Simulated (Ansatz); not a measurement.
# (9,9) carbon nanotube bundle (108 atoms): support functions against a reference

Wanted: errors and times of a linear-scaling basis for (9,9) carbon nanotube bundle (108 atoms). A setting counts as converged where the r.m.s. difference of forces stays under 1 % of the r.m.s. force.

Calculated with Ansatz 0.2.0; Kohn-Sham DFT, PBE+D3(BJ), PAW (set soft_2), plane waves.

Most raw output is cut from this account.

## (1) The starting structure

The cell holds 108 atoms: 108 C. Its edges and angles: a = 15.506 Å, b = 15.506 Å, c = 7.380 Å, α = 90.0°, β = 90.0°, γ = 120.0°. It derives from C (graphene). Graphene sheet (a = 2.46 Å) rolled into a (9,9) tube of diameter 12.21 Å, 3 periods, hexagonal bundle with 3.3 Å between walls; not relaxed, displaced by a Gaussian of 0.02 Å.

## (2) Plane-wave single point

The first run uses the default basis; a harder plane-wave run follows as the reference for the support functions.

The input, input.yaml:

```yaml
crystal:
  lattice:
    - [15.50642, 0.0, 0.0]
    - [-7.75321, 13.42896, 0.0]
    - [0.0, 0.0, 7.38]
  atoms:
    - { symbol: C, position: [0.41636, 0.05099, 0.16889] }
    - { symbol: C, position: [0.43638, 0.10551, 0.99946] }
    - { symbol: C, position: [0.45164, 0.20309, 0.00272] }
    - { symbol: C, position: [0.45437, 0.24856, 0.16428] }
    - { symbol: C, position: [0.43613, 0.33116, 0.16892] }
    - { symbol: C, position: [0.41591, 0.36379, 0.00037] }
    - { symbol: C, position: [0.36246, 0.41582, 0.33423] }
    - { symbol: C, position: [0.3288, 0.43308, 0.1667] }
    - { symbol: C, position: [0.24836, 0.45248, 0.16788] }
    - { symbol: C, position: [0.20412, 0.45388, 0.00077] }
    - { symbol: C, position: [0.10426, 0.43559, 0.00052] }
    - { symbol: C, position: [0.05252, 0.41861, 0.17059] }
    - { symbol: C, position: [0.94821, 0.36564, 0.16734] }
    - { symbol: C, position: [0.89422, 0.32952, 0.33277] }
    - { symbol: C, position: [0.79617, 0.24984, 0.33494] }
    - { symbol: C, position: [0.74977, 0.20416, 0.17078] }
    - { symbol: C, position: [0.6712, 0.1073, 0.16556] }
    - { symbol: C, position: [0.63332, 0.05222, 0.99715] }
    - { symbol: C, position: [0.58239, 0.9469, 0.99826] }
    - { symbol: C, position: [0.56404, 0.89798, 0.16305] }
    - { symbol: C, position: [0.54694, 0.79841, 0.16201] }
    - { symbol: C, position: [0.54527, 0.74854, 0.99748] }
    - { symbol: C, position: [0.56504, 0.67009, 0.00455] }
    - { symbol: C, position: [0.5828, 0.63525, 0.16743] }
    - { symbol: C, position: [0.63709, 0.58354, 0.16804] }
    - { symbol: C, position: [0.66887, 0.56415, 0.99784] }
    - { symbol: C, position: [0.74851, 0.54563, 0.99754] }
    - { symbol: C, position: [0.79634, 0.5468, 0.17111] }
    - { symbol: C, position: [0.89338, 0.56176, 0.16635] }
    - { symbol: C, position: [0.94582, 0.58224, 0.9993] }
    - { symbol: C, position: [0.05135, 0.63671, 9.0e-05] }
    - { symbol: C, position: [0.10699, 0.66915, 0.16644] }
    - { symbol: C, position: [0.20415, 0.75091, 0.17052] }
    - { symbol: C, position: [0.24772, 0.79475, 0.3355] }
    - { symbol: C, position: [0.33224, 0.89705, 0.33216] }
    - { symbol: C, position: [0.36399, 0.94797, 0.16232] }
    - { symbol: C, position: [0.41614, 0.05248, 0.50421] }
    - { symbol: C, position: [0.43674, 0.10429, 0.33845] }
    - { symbol: C, position: [0.45283, 0.20287, 0.33629] }
    - { symbol: C, position: [0.45364, 0.24675, 0.49751] }
    - { symbol: C, position: [0.4346, 0.33006, 0.50364] }
    - { symbol: C, position: [0.41894, 0.36666, 0.33099] }
    - { symbol: C, position: [0.36433, 0.41607, 0.6646] }
    - { symbol: C, position: [0.33259, 0.43752, 0.49541] }
    - { symbol: C, position: [0.24781, 0.45151, 0.4988] }
    - { symbol: C, position: [0.20319, 0.45355, 0.33174] }
    - { symbol: C, position: [0.1061, 0.43665, 0.33334] }
    - { symbol: C, position: [0.05261, 0.41875, 0.49965] }
    - { symbol: C, position: [0.94362, 0.36332, 0.50558] }
    - { symbol: C, position: [0.89469, 0.3306, 0.66424] }
    - { symbol: C, position: [0.7965, 0.2495, 0.66407] }
    - { symbol: C, position: [0.75122, 0.20411, 0.4974] }
    - { symbol: C, position: [0.67087, 0.10551, 0.49799] }
    - { symbol: C, position: [0.6364, 0.05262, 0.32857] }
    - { symbol: C, position: [0.5816, 0.94634, 0.33194] }
    - { symbol: C, position: [0.56237, 0.89559, 0.50004] }
    - { symbol: C, position: [0.54657, 0.79514, 0.50214] }
    - { symbol: C, position: [0.54681, 0.74766, 0.32707] }
    - { symbol: C, position: [0.5631, 0.66808, 0.33533] }
    - { symbol: C, position: [0.58182, 0.6359, 0.49713] }
    - { symbol: C, position: [0.63636, 0.58297, 0.50592] }
    - { symbol: C, position: [0.66871, 0.56252, 0.33632] }
    - { symbol: C, position: [0.74988, 0.54825, 0.3317] }
    - { symbol: C, position: [0.79531, 0.54534, 0.49873] }
    - { symbol: C, position: [0.89418, 0.56457, 0.49659] }
    - { symbol: C, position: [0.94773, 0.58411, 0.33263] }
    - { symbol: C, position: [0.05315, 0.63588, 0.33579] }
    - { symbol: C, position: [0.1061, 0.66908, 0.49686] }
    - { symbol: C, position: [0.20253, 0.74797, 0.50125] }
    - { symbol: C, position: [0.24873, 0.79578, 0.66601] }
    - { symbol: C, position: [0.33197, 0.89678, 0.66469] }
    - { symbol: C, position: [0.36448, 0.94678, 0.50348] }
    - { symbol: C, position: [0.41515, 0.05242, 0.83817] }
    - { symbol: C, position: [0.43546, 0.10475, 0.66376] }
    - { symbol: C, position: [0.45316, 0.20246, 0.66933] }
    - { symbol: C, position: [0.45313, 0.24895, 0.83477] }
    - { symbol: C, position: [0.4343, 0.33083, 0.83496] }
    - { symbol: C, position: [0.41571, 0.3648, 0.66387] }
    [... 24 atom lines left out ...]
    - { symbol: C, position: [0.05345, 0.63768, 0.66467] }
    - { symbol: C, position: [0.10456, 0.66817, 0.83544] }
    - { symbol: C, position: [0.20258, 0.74889, 0.83398] }
    - { symbol: C, position: [0.24972, 0.79865, 0.99944] }
    - { symbol: C, position: [0.32934, 0.89411, 0.99325] }
    - { symbol: C, position: [0.35988, 0.94578, 0.83524] }
kpoints:
  mp_grid: { grid: [1, 1, 2] }
hamiltonian:
  xc: pbe
  dispersion: d3bj
scf:
  occupations: { method: gaussian, width: 0.05 }
output:
  forces: true
  stress: true
  populations: intrinsic
  dos:
    method: { smearing: { sigma: 0.1 } }
    de: 0.1
    projected: { site_lists: { C: [C] } }
  eigenvalues: true
  write_density: true
  write_potential: true
  volumetric_format: npy
```

Launch:

```bash
> ansatz run input.yaml --threads 8 --pin off --max-ram 15872MiB --backend cpu --events-out ev --progress --plain --runs-dir out
```

Run time: 41 s. Hardware: 8 threads of Arm Neoverse V1, shared host; peak memory 4.8 GiB.

The program notes that the exchange-correlation potential is rough where the density is thin.

The run gave:

```
free energy                             : -27104.6568 eV
free energy per atom                    : -250.9690 eV/atom
SCF cycles                              : 10
pressure                                : 2.495 GPa
r.m.s. force component                  : 1.09 eV/Å
longest force                           : 4.812 eV/Å
Fermi energy                            : 2.69 eV
levels partly filled by over 2 per cent : 3
```

The r.m.s. force component of 1.1 eV/Å sets the scale for the differences below.

## (3) Plane waves at 750 eV (750 eV)

A harder cutoff gives the support functions a reference with less basis error.

input.yaml, the sections that differ from step 2:

```yaml
output:
  forces: true
  eigenvalues: true
basis:
  ecutwfc: "750 eV"
# crystal, kpoints, hamiltonian, scf: as in step 2
```

It took 40 s on 8 threads; peak memory 11 GiB.

Forces differ from the reference by 0.77 meV/Å r.m.s., 0.070 % of their size, well within a tolerance of 1 %; the energy by -3.6 meV/atom.

## (4) Support functions medium

The cell is solved in localised support functions. The level medium gives here a grid of 72×72×36 points and a radius of 3.52 Å. Besides, the program derives a nominal cutoff of 420 eV for this run, against the reference's 750.

This step: Kohn-Sham DFT, PBE+D3(BJ), PAW (set soft_2), localised support functions (medium) (Ansatz 0.2.0).

input.yaml, the sections that differ from step 3:

```yaml
scf:
  occupations: { method: gaussian, width: 0.05 }
  eigensolver: { kind: { support_functions: { accuracy: medium } } }
  max_iter: 150
# crystal, kpoints, hamiltonian, output: as in step 3
# basis: removed
```

The job ended after 71 s (8 threads; peak memory 3.5 GiB).

The program notes that the band table was not solved further than the SCF left it and it switched symmetry off.

Keys that differ from the reference: basis.ecutwfc removed, support_functions.accuracy = "medium" and scf.max_iter = 150.

Forces differ from the reference by 0.34 meV/Å r.m.s., 0.032 % of their size, well within a tolerance of 1 %; the energy by -0.085 meV/atom. It took 1.7 times the reference's time (shared host, so rough).

## (5) Support functions low

The level low is asked for. Here it resolves to the same grid and radius as in the run with support functions medium, so the basis is not new. Besides, the program derives a nominal cutoff of 420 eV for this run, against the reference's 750.

This step: Kohn-Sham DFT, PBE+D3(BJ), PAW (set soft_2), localised support functions (low) (Ansatz 0.2.0).

input.yaml, the sections that differ from step 4:

```yaml
scf:
  occupations: { method: gaussian, width: 0.05 }
  eigensolver: { kind: { support_functions: { accuracy: low } } }
  max_iter: 150
# crystal, kpoints, hamiltonian, output: as in step 4
```

It took 62 s on 8 threads; peak memory 3.4 GiB.

Keys that differ from the reference: basis.ecutwfc removed, support_functions.accuracy = "low" and scf.max_iter = 150.

Forces differ from the reference by 0.36 meV/Å r.m.s., 0.033 % of their size, well within a tolerance of 1 %; the energy by -0.085 meV/atom. It took 1.5 times the reference's time (shared host, so rough).

## (6) Support functions high

With localised support functions most steps grow linearly with size, though the diagonalisation grows faster unless the density matrix is cut; this run measures error and cost at this size. The level high gives here a grid of 90×90×48 points and a radius of 4.21 Å. Besides, the program derives a nominal cutoff of 420 eV for this run, against the reference's 750.

This step: Kohn-Sham DFT, PBE+D3(BJ), PAW (set soft_2), localised support functions (high) (Ansatz 0.2.0).

input.yaml, the sections that differ from step 5:

```yaml
scf:
  occupations: { method: gaussian, width: 0.05 }
  eigensolver: { kind: { support_functions: { accuracy: high } } }
  max_iter: 150
# crystal, kpoints, hamiltonian, output: as in step 5
```

The job ended after 3.8 min (8 threads; peak memory 6.2 GiB).

Keys that differ from the reference: basis.ecutwfc removed, support_functions.accuracy = "high" and scf.max_iter = 150.

Forces differ from the reference by 0.094 meV/Å r.m.s., 0.0087 % of their size, well within a tolerance of 1 %; the energy by -0.076 meV/atom. It took 5.7 times the reference's time (shared host, so rough).

## (7) Support functions medium, radius 3.42 Å

The radius confines each support function; a larger one gives more freedom and more work per atom. Besides, the program derives a nominal cutoff of 420 eV for this run, against the reference's 750.

This step: Kohn-Sham DFT, PBE+D3(BJ), PAW (set soft_2), localised support functions (medium) (Ansatz 0.2.0).

input.yaml, the sections that differ from step 6:

```yaml
scf:
  occupations: { method: gaussian, width: 0.05 }
  eigensolver: { kind: { support_functions: { accuracy: medium, radius: 3.42 } } }
  max_iter: 150
# crystal, kpoints, hamiltonian, output: as in step 6
```

Run time: 66 s. Hardware: 8 threads; peak memory 3.4 GiB; 8.5 min of CPU time.

Keys that differ from the reference: basis.ecutwfc removed, support_functions.accuracy = "medium", support_functions.radius = 3.42 and scf.max_iter = 150.

Forces differ from the reference by 0.35 meV/Å r.m.s., 0.032 % of their size, well within a tolerance of 1 %; the energy by -0.085 meV/atom. It took 1.6 times the reference's time (shared host, so rough).

## (8) Support functions medium, radius 3.7 Å

input.yaml, the sections that differ from step 7:

```yaml
scf:
  occupations: { method: gaussian, width: 0.05 }
  eigensolver: { kind: { support_functions: { accuracy: medium, radius: 3.7 } } }
  max_iter: 150
# crystal, kpoints, hamiltonian, output: as in step 7
```

It took 73 s on 8 threads; peak memory 3.6 GiB; 9.5 min of CPU time.

Keys that differ from the reference: basis.ecutwfc removed, support_functions.accuracy = "medium", support_functions.radius = 3.7 and scf.max_iter = 150.

Forces differ from the reference by 0.32 meV/Å r.m.s., 0.029 % of their size, well within a tolerance of 1 %; the energy by -0.085 meV/atom. It took 1.8 times the reference's time (shared host, so rough).

## (9) Support functions medium, radius 3.94 Å

input.yaml, the sections that differ from step 8:

```yaml
scf:
  occupations: { method: gaussian, width: 0.05 }
  eigensolver: { kind: { support_functions: { accuracy: medium, radius: 3.94 } } }
  max_iter: 150
# crystal, kpoints, hamiltonian, output: as in step 8
```

It took 86 s on 8 threads; peak memory 3.9 GiB.

Keys that differ from the reference: basis.ecutwfc removed, support_functions.accuracy = "medium", support_functions.radius = 3.94 and scf.max_iter = 150.

Forces differ from the reference by 0.31 meV/Å r.m.s., 0.029 % of their size, well within a tolerance of 1 %; the energy by -0.085 meV/atom. It took 2.1 times the reference's time (shared host, so rough).

## (10) Support functions medium, radius 4.23 Å

input.yaml, the sections that differ from step 9:

```yaml
scf:
  occupations: { method: gaussian, width: 0.05 }
  eigensolver: { kind: { support_functions: { accuracy: medium, radius: 4.23 } } }
  max_iter: 150
# crystal, kpoints, hamiltonian, output: as in step 9
```

The job ended after 1.9 min (8 threads; peak memory 4.3 GiB; 15 min of CPU time).

Keys that differ from the reference: basis.ecutwfc removed, support_functions.accuracy = "medium", support_functions.radius = 4.23 and scf.max_iter = 150.

Forces differ from the reference by 0.30 meV/Å r.m.s., 0.028 % of their size, well within a tolerance of 1 %; the energy by -0.085 meV/atom. It took 2.8 times the reference's time (shared host, so rough).

## (11) Support functions medium, radius 4.75 Å

input.yaml, the sections that differ from step 10:

```yaml
scf:
  occupations: { method: gaussian, width: 0.05 }
  eigensolver: { kind: { support_functions: { accuracy: medium, radius: 4.75 } } }
  max_iter: 150
# crystal, kpoints, hamiltonian, output: as in step 10
```

Elapsed: 2.7 min, on 8 threads; peak memory 5.1 GiB; 21 min of CPU time.

Keys that differ from the reference: basis.ecutwfc removed, support_functions.accuracy = "medium", support_functions.radius = 4.75 and scf.max_iter = 150.

Forces differ from the reference by 0.30 meV/Å r.m.s., 0.028 % of their size, well within a tolerance of 1 %; the energy by -0.085 meV/atom. It took 4.0 times the reference's time (shared host, so rough).

## (12) Support functions medium, radius 5.28 Å

input.yaml, the sections that differ from step 11:

```yaml
scf:
  occupations: { method: gaussian, width: 0.05 }
  eigensolver: { kind: { support_functions: { accuracy: medium, radius: 5.28 } } }
  max_iter: 150
# crystal, kpoints, hamiltonian, output: as in step 11
```

The job ended after 4 min (8 threads; peak memory 6.1 GiB; 31 min of CPU time).

Keys that differ from the reference: basis.ecutwfc removed, support_functions.accuracy = "medium", support_functions.radius = 5.28 and scf.max_iter = 150.

Forces differ from the reference by 0.30 meV/Å r.m.s., 0.028 % of their size, well within a tolerance of 1 %; the energy by -0.085 meV/atom. It took 5.9 times the reference's time (shared host, so rough).

## (13) A changed input

The input is spoilt on purpose; the run shows how that looks.

This step: Kohn-Sham DFT, PBE+D3(BJ), PAW (set soft_2), localised support functions (normal) (Ansatz 0.2.0).

input.yaml, the sections that differ from step 12:

```yaml
scf:
  occupations: { method: gaussian, width: 0.05 }
  eigensolver: { kind: { support_functions: { accuracy: normal } } }
  max_iter: 60
output:
  forces: true
# crystal, kpoints, hamiltonian: as in step 12
```

Elapsed: 0.03 s, on 8 threads; peak memory 0.021 GiB.

The input was rejected at the start.

The program's message: “Error: YAML parse error: error: line 122 column 47: unknown variant `normal`, expected one of low, medium, high”

The fault in the input: an unknown accuracy word (basis.ecutwfc removed and support_functions.accuracy = "normal"). The fix is to type low, medium or high.

## (14) Cost against change

Differences are against the plane-wave reference (Kohn-Sham DFT, PBE+D3(BJ), PAW (set soft_2), plane waves), whose r.m.s. force component is 1.09 eV/Å. Energies are set beside the reference only for runs with its functional, potentials and electron count. Times are for 8 threads of Arm Neoverse V1, shared host. The reference's time includes the DOS, the stress and grids, which some other runs skip.

```
                           run  Δ force, r.m.s. (meV/Å)  share of r.m.s. force (%)  Δ energy (meV/atom)  cycles  time  host memory (GiB)
                     reference                        -                          -                    -      10  41 s                4.8
plane waves at 750 eV (750 eV)                    0.766                     0.0703                -3.61      10  40 s                 11
```

## (15) What each setting buys

Each row is set against the run with plane waves at 750 eV (Kohn-Sham DFT, PBE+D3(BJ), PAW (set soft_2), plane waves; r.m.s. force component 1.09 eV/Å). Energies are set beside the reference only for runs with its functional, potentials and electron count. Times are for 8 threads of Arm Neoverse V1, shared host.

```
                                    run  Δ force, r.m.s. (meV/Å)  share of r.m.s. force (%)  Δ energy (meV/atom)  cycles     time  host memory (GiB)
                              reference                        -                          -                    -      10     40 s                 11
               support functions medium                    0.344                     0.0316              -0.0851      12     71 s                3.5
                  support functions low                    0.356                     0.0327              -0.0853      11     62 s                3.4
                 support functions high                    0.094                     0.0087              -0.0759      15  3.8 min                6.2
support functions medium, radius 3.42 Å                    0.353                     0.0324              -0.0849      12     66 s                3.4
 support functions medium, radius 3.7 Å                    0.321                     0.0295              -0.0851      12     73 s                3.6
support functions medium, radius 3.94 Å                    0.311                     0.0286              -0.0849      12     86 s                3.9
support functions medium, radius 4.23 Å                    0.301                     0.0276              -0.0846      12  1.9 min                4.3
support functions medium, radius 4.75 Å                    0.301                     0.0276              -0.0849      12  2.7 min                5.1
support functions medium, radius 5.28 Å                    0.301                     0.0276              -0.0849      12    4 min                6.1
```

[end of part 1 of 2]

[Logs are printed without paths, hosts, clocks, repeated set-up lines and the standing remarks that a program may print on its own settings, such as how far it seeks lower states.]

[Hosts, paths, dates, database ids (printed as entryN), source tags and the programs' standing remarks are cut or masked in the printed files.]
